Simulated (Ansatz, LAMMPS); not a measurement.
# Amorphous carbon (220 atoms): geometry optimisation

Wanted: the relaxed structure of amorphous carbon (220 atoms) and its electronic structure.

Calculated with Ansatz 0.2.0; Kohn-Sham DFT, PBE, PAW (set soft_2), plane waves.

### Step 1. Starting point

The cell holds 220 atoms: 220 C. Cell: a = 11.455 Å, b = 11.455 Å, c = 11.455 Å, α = 90.0°, β = 90.0°, γ = 90.0°. 220 atoms (220 C) placed at random at 2.92 g/cm³, melted at 6000 K for 10 ps at fixed volume with the Tersoff potential (Tersoff, Phys. Rev. B 39, 5566 (1989)). Quenched from 6000 K to 300 K at 100 K/ps and fixed volume, held 5 ps, then minimised at fixed cell.

Limits known from the start: The quench rate of 100 K/ps far exceeds what a furnace or splat quench reaches, so expect more defects and frozen-in strain than in a real sample. The network of bonds at the start is that of the classical potential that made the cell. The Brillouin zone is sampled at Γ only, in a cell whose shortest periodic width is 11 Å.

### Step 2. How the cell was made

A classical potential makes the cell, at a small fraction of what the same run would cost in DFT.

This step: classical MD, Tersoff potential (Tersoff, Phys. Rev. B 39, 5566 (1989)) (LAMMPS 22 Jul 2025 - Update 4).

Contents of in.lmp:

```
# melt-quench of C220
units metal
atom_style atomic
boundary p p p
region box block 0 11.4553 0 11.4553 0 11.4553
create_box 1 box
mass 1 12.0110   # C
create_atoms 1 random 220 710519 NULL overlap 1.37 maxtry 2000
pair_style tersoff
pair_coeff * * SiCGe.tersoff C
neigh_modify delay 0 every 1 check yes
thermo_style custom step time temp pe press density
thermo_modify norm yes
timestep 0.0005
thermo 100
min_style cg
minimize 1e-4 1e-4 200 2000
reset_timestep 0
velocity all create 6000 710520 mom yes dist gaussian
fix lim all nve/limit 0.05
fix lan all langevin 6000 6000 0.05 710521 zero yes
thermo 500
run 1000 post no
unfix lim
unfix lan
thermo 3333
fix md all nvt temp 6000 6000 0.05
run 20000 post no
unfix md
thermo 11400
fix md all nvt temp 6000 300 0.05
run 114000 post no
unfix md
thermo 5000
fix md all nvt temp 300 300 0.05
run 10000 post no
unfix md
thermo 100
min_style cg
minimize 0 1e-3 2000 20000
write_dump all custom glass.dump id type xs ys zs modify sort id
```

Launch:

```sh
$ lmp -in in.lmp -log none -nocite
```

Numbers of over 12 decimals in the logs are rounded to 6 here.

Log:

```text
LAMMPS (22 Jul 2025 - Update 4)
Created orthogonal box = (0 0 0) to (11.4553 11.4553 11.4553)
Created 220 atoms
   Step          Time           Temp          PotEng         Press         Density
         0   0              0             -2.7461582      873825.82      2.9189826
        62   0.031          0             -5.8247258      252434.61      2.9189826
Loop time of 0.0342903 s on 1 MPI rank(s) for 62 steps with 220 atoms
Minimization stats:
  Stopping criterion = energy tolerance
  Energy initial, next-to-last, final =
     -2.74615824473865  -5.82453317999801  -5.82472575903731
  Force two-norm initial, final = 217.72481 41.690523
[... 34 lines left out ...]
Loop time of 2.04641 s on 1 MPI rank(s) for 10000 steps with 220 atoms
   Step          Time           Temp          PotEng         Press         Density
    145000   72.5           338.29352     -6.9373375      37100.059      2.9189826
    145100   72.55          338.29352     -6.9788174      21850.576      2.9189826
    145200   72.6           338.29352     -6.9788244      21646.116      2.9189826
    145229   72.6145        338.29352     -6.9788244      21642.487      2.9189826
Loop time of 0.295185 s on 1 MPI rank(s) for 229 steps with 220 atoms
Minimization stats:
  Stopping criterion = linesearch alpha is zero
  Energy initial, next-to-last, final =
     -6.93733754001575  -6.97882444241255  -6.97882444241255
  Force two-norm initial, final = 34.858508 0.030128662
  Iterations, force evaluations = 229 1415
```

Elapsed: 33 s, on 1 thread of Arm Neoverse V2, shared host; peak memory 0.072 GiB.

### Step 3. Single point at the start

A single point comes first, to see the forces before anything moves.

Contents of input.yaml:

```yaml
crystal:
  lattice:
    - [11.4553, 0.0, 0.0]
    - [0.0, 11.4553, 0.0]
    - [0.0, 0.0, 11.4553]
  atoms:
    - { symbol: C, position: [0.19132, 0.93609, 0.59666] }
    - { symbol: C, position: [0.61259, 0.21159, 0.4017] }
    - { symbol: C, position: [0.74335, 0.95425, 0.80344] }
    - { symbol: C, position: [0.9331, 0.73611, 0.67499] }
    - { symbol: C, position: [0.07262, 0.39188, 0.4438] }
    - { symbol: C, position: [0.66913, 0.60376, 0.33143] }
    - { symbol: C, position: [0.70943, 0.07623, 0.82599] }
    - { symbol: C, position: [0.05256, 0.5239, 0.47753] }
    - { symbol: C, position: [0.51146, 0.89871, 0.12883] }
    - { symbol: C, position: [0.91965, 0.53692, 0.29084] }
    - { symbol: C, position: [0.34155, 0.96491, 0.38219] }
    - { symbol: C, position: [0.93302, 0.87397, 0.88907] }
    - { symbol: C, position: [0.93478, 0.52186, 0.4181] }
    - { symbol: C, position: [0.92719, 0.70095, 0.15096] }
    - { symbol: C, position: [0.53188, 0.99129, 0.6755] }
    - { symbol: C, position: [0.05586, 0.08571, 0.65024] }
    - { symbol: C, position: [0.22544, 0.663, 0.89903] }
    - { symbol: C, position: [0.04533, 0.88339, 0.36177] }
    - { symbol: C, position: [0.08452, 0.74414, 0.51331] }
    - { symbol: C, position: [0.66686, 0.49229, 0.72951] }
    - { symbol: C, position: [0.01412, 0.62691, 0.84241] }
    - { symbol: C, position: [0.52264, 0.10513, 0.92839] }
    - { symbol: C, position: [0.74722, 0.6068, 0.00869] }
    - { symbol: C, position: [0.67526, 0.23918, 0.96041] }
    - { symbol: C, position: [0.49336, 0.61338, 0.57092] }
    - { symbol: C, position: [0.57245, 0.91638, 0.0148] }
    - { symbol: C, position: [0.42182, 0.38038, 0.76413] }
    - { symbol: C, position: [0.26615, 0.37612, 0.55064] }
    - { symbol: C, position: [0.47683, 0.11168, 0.2572] }
    - { symbol: C, position: [0.75664, 0.9267, 0.68209] }
    - { symbol: C, position: [0.3032, 0.30357, 0.24125] }
    - { symbol: C, position: [0.41907, 0.18532, 0.53851] }
    [... 182 atom lines left out ...]
    - { symbol: C, position: [0.58142, 0.42268, 0.029] }
    - { symbol: C, position: [0.12288, 0.05392, 0.77221] }
    - { symbol: C, position: [0.38872, 0.55056, 0.62326] }
    - { symbol: C, position: [0.66949, 0.35977, 0.70449] }
    - { symbol: C, position: [0.55818, 0.79762, 0.18847] }
    - { symbol: C, position: [0.65555, 0.47224, 0.3461] }
kpoints:
  mp_grid: { grid: [1, 1, 1] }
hamiltonian:
  xc: pbe
scf:
  occupations: { method: gaussian, width: 0.05 }
output:
  forces: true
  stress: true
  populations: true
  dos:
    method: { smearing: { sigma: 0.1 } }
    de: 0.1
    projected: { site_lists: { C: [C] } }
  eigenvalues: true
```

Launch:

```sh
$ ansatz run input.yaml --threads 4 --pin off --max-ram 8192MiB --backend cpu --events-out ev --progress --plain --runs-dir out
```

Log:

```text
Engine: ansatz 0.2.0, aarch64-unknown-linux-gnu
Pseudopotentials: kind: paw
Pseudopotential: C, paw, valence charge 4, recommended cutoff 420 eV (normal), C.paw.azcp
Functional definition: PBE
  parameter kappa = 0.804
  parameter beta = 0.066725
  exchange = pbe_x(kappa = kappa, mu = beta*pi^2/3)
  correlation = pbe_c(beta = beta)
Crystal: 220 atoms, lattice volume = 1503.209 Å³
Basis set: ecut = 420 eV, 29423 PW (Γ), exchange–correlation on 160×160×160 points (8 copies of the dense FFT grid, shifted against one another)
Bands: 660, of which v1, the nominal top of the filled ones, is band 440 counted from 1 (439 counted from 0)
Symmetry: 1 space group operations
Space group: P1 (ITA 1), of the structure as read, at distance tolerance 1.1e-4 Å
k-points: 1
Non-local potential: C, projectors of the file, l = 0: 2, l = 1: 2, l = 2: 1
PAW form: soft (Blöchl's): semilocal exchange-correlation on the pseudo side does not see the compensation charge
PAW one-centre angular grid: C, 110 points (default); XC on 64 Gauss nodes
Initial density: superposition of atomic densities (neutral atoms: chi_scale 0, normalization atom), corrected by the library's trained network
Initial wavefunctions: pseudopotential atomic-orbital guess
Functional: x = pbe(κ = 0.804, μ = 0.219515), c = pbe(β = 0.066725)
SCF iter   1: F=—  HF=-54995.585704 eV  |F-HF|=—  |Δ(HF+E_count)|=         —  Δρ=1.70e-2  dr2=1.05e1  ethr=1.77e-3  ⟨swp⟩=6.0  Hψ=2665  notcnv=0  defer=169
preconditioner: auto → Resta (q_TF=auto, 2.495 Å⁻¹)  ε∞=4.7  [insulator: Δε(μ)=0.078 eV  Ē_g=14.784 eV  σ=0.050 eV  W_gap=0.73  n_scr=388 (ndim 8)  ℏωp=28.4 eV  f_vac=0.002  D(μ)=32.74/eV (n_scr^D=202)  ε∞_Penn≈4.7]
SCF iter   2: F=—  HF=-54994.639300 eV  |F-HF|=—  |Δ(HF+E_count)|=   9.46e-1  Δρ=7.79e-3  dr2=2.05e0  ethr=1.19e-3  ⟨swp⟩=1.0  Hψ=759  notcnv=0  defer=173
SCF iter   3: F=—  HF=-54994.387175 eV  |F-HF|=—  |Δ(HF+E_count)|=   2.52e-1  Δρ=2.01e-3  dr2=6.27e-2  ethr=2.33e-4  ⟨swp⟩=3.0  Hψ=765  notcnv=0  defer=207
SCF iter   4: F=—  HF=-54994.380405 eV  |F-HF|=—  |Δ(HF+E_count)|=   6.77e-3  Δρ=6.18e-4  dr2=8.36e-3  ethr=7.13e-6  ⟨swp⟩=2.0  Hψ=801  notcnv=0  defer=207
SCF iter   5: F=—  HF=-54994.379926 eV  |F-HF|=—  |Δ(HF+E_count)|=   4.79e-4  Δρ=1.31e-4  dr2=2.99e-4  ethr=9.51e-7  ⟨swp⟩=2.0  Hψ=485  notcnv=0  defer=207
SCF iter   6: F=—  HF=-54994.379948 eV  |F-HF|=—  |Δ(HF+E_count)|=   2.14e-5  Δρ=3.60e-5  dr2=3.63e-5  ethr=3.40e-8  ⟨swp⟩=2.0  Hψ=895  notcnv=0  defer=207
SCF iter   7: F=—  HF=-54994.380062 eV  |F-HF|=—  |Δ(HF+E_count)|=   1.14e-4  Δρ=1.08e-5  dr2=2.90e-6  ethr=4.13e-9  ⟨swp⟩=3.0  Hψ=956  notcnv=0  defer=207
SCF iter   8: F=—  HF=-54994.380063 eV  |F-HF|=—  |Δ(HF+E_count)|=   5.87e-7  Δρ=3.07e-6  dr2=2.35e-7  ethr=3.29e-10  ⟨swp⟩=3.0  Hψ=964  notcnv=0  defer=207
SCF iter   9: F=-54994.380063 eV  HF=-54994.380063 eV  |F-HF|=1.33e-8  |Δ(HF+E_count)|=   3.83e-8  Δρ=9.83e-7  dr2=2.97e-8  ethr=1.14e-11  ⟨swp⟩=16.0  Hψ=3596  notcnv=0
SCF 1 converged in 9 iterations: F = -54994.380063 eV  dr2 = 2.97e-8
  greatest PAW one-centre occupation: 0.694 electrons in one spin orbital (limit 2), on the C atom at site 171 (counted from 0), in its partial waves of l = 0
SCF converged after 9 iterations
Free energy (F): -54994.380063 eV
Harris-Foulkes:  -54994.380063 eV  (|F-HF|=1.33e-8)
Internal energy: -54994.315405 eV  (E = F + TS)
E sigma→0 (E₀):  -54994.347734 eV
Entropy (-TS):   -0.064658 eV (-0.294 meV/atom)
Fermi energy:    10.811853 eV
--- Per-component energies (eV) ---
  E_band       = 1420.415961
  E_kinetic    = 19822.659627
  E_local      = -20764.533259  (includes V_loc(G=0)·N_el)
  E_nonlocal   = 5926.092013
  E_hartree    = 5461.575743
  E_xc         = -10539.644625
  E_vxc        = -13064.059199  (∫ρ·V_xc dr)
  E_paw        = -21796.130394  (= ΣΔE_a)
  E_vpaw       = -1422.897232  (= ΣTr[D̂ρ^β])
  E_aug_tail   = 0.001600  (compensation charges beyond the density's cutoff)
  E_ewald      = -33104.336110
  E_smearing   = -0.064658  (= −TS)
  E_closure    = -0.000000  (closes the sum)
  Σ components = -54994.380063   (vs F -54994.380063, Δ=0.00e0)
--- Forces (eV/Å), atoms counted from 1 ---
  atom   1  C      1.98771242    -1.07088360     0.18288301
  atom   2  C      0.86521898     0.43312148     1.85233659
  atom   3  C     -2.75456107    -0.47828684     1.55184231
  atom   4  C     -1.83327047    -0.04956084    -1.67174870
  atom   5  C      0.74810481    -1.47673312    -0.23906801
  atom   6  C     -1.58806898     0.43260232    -0.95062759
  atom   7  C     -0.23675422    -1.00244007    -2.37383747
  atom   8  C     -0.13299918     0.36214801    -0.20827523
  atom   9  C      1.49791531    -0.28454723    -0.83696206
  atom  10  C     -0.09785294    -2.30867997    -1.86552987
  atom  11  C      1.53375798    -0.84800903    -0.33270344
  atom  12  C      1.81612448     1.34634243     0.48374120
  atom  13  C     -2.25704397    -2.38589762     0.99185937
  atom  14  C      0.61212983     1.20764759    -1.19512728
[...]
atom 219  C      1.17541664     2.03417878    -0.95154111
  atom 220  C      0.51977156    -0.09077639    -0.70937725
  max |Σ_I F_I| component: 4.56e-5 eV/Å
--- Stress (GPa, compression-positive) ---
        5.399758       1.935344       3.874992
        1.935344      -7.762576      -0.441299
        3.874992      -0.441299      -1.987614
  P = ⅓ Tr σ = -1.4501 GPa (-14.501 kbar)
--- Band table (eV) ---
  k-point 0: bands = ["-10.3141", "-9.7943", "-9.7180", "-9.5783", [... 644 levels ...], "20.2117", "20.2377", "20.2810", "20.3236", "20.3297", "20.3489", "20.3787", "20.3910", "20.4084", "20.4751", "20.4916", "20.5232"]
--- Löwdin populations: 220 sites ---
  site symbol       q [e]
     0      C      3.9541
     1      C      3.9636
     2      C      3.9285
[...]
219      C      3.9601
  spilling = 0.006350 (of n_electrons = 880.000000)
```

It took 44 s on 4 threads of Arm Neoverse V2, shared host; peak memory 2.6 GiB.

The run gave:

* free energy: -54994.3801 eV
* free energy per atom: -249.9745 eV/atom
* SCF cycles: 9
* pressure: -1.45 GPa
* r.m.s. force component: 1.263 eV/Å
* longest force: 4.967 eV/Å
* Fermi energy: 10.81 eV
* levels partly filled by over 2 per cent: 4
* spilling of the projection: 0.00635

The r.m.s. force component of 1.3 eV/Å and the pressure of -1.5 GPa set the starting point.

Neighbours are counted within 1.85 Å (C-C).

Length of the force by element and coordination:

```
element  coordination  atoms  mean length of the force (eV/Å)  spread  least  most
      C           all    220                             1.98   0.935  0.342  4.97
      C             3    160                             2.21   0.944  0.343  4.97
      C             4     60                             1.37   0.556  0.342  3.32
```

(Part 1 of 3 ends here.)

[Logs are printed without paths, hosts, clocks, repeated set-up lines and the standing remarks that a program may print on its own settings, such as how far it seeks lower states.]

[Hosts, paths, dates, database ids (printed as entryN), source tags and the programs' standing remarks are cut or masked in the printed files.]
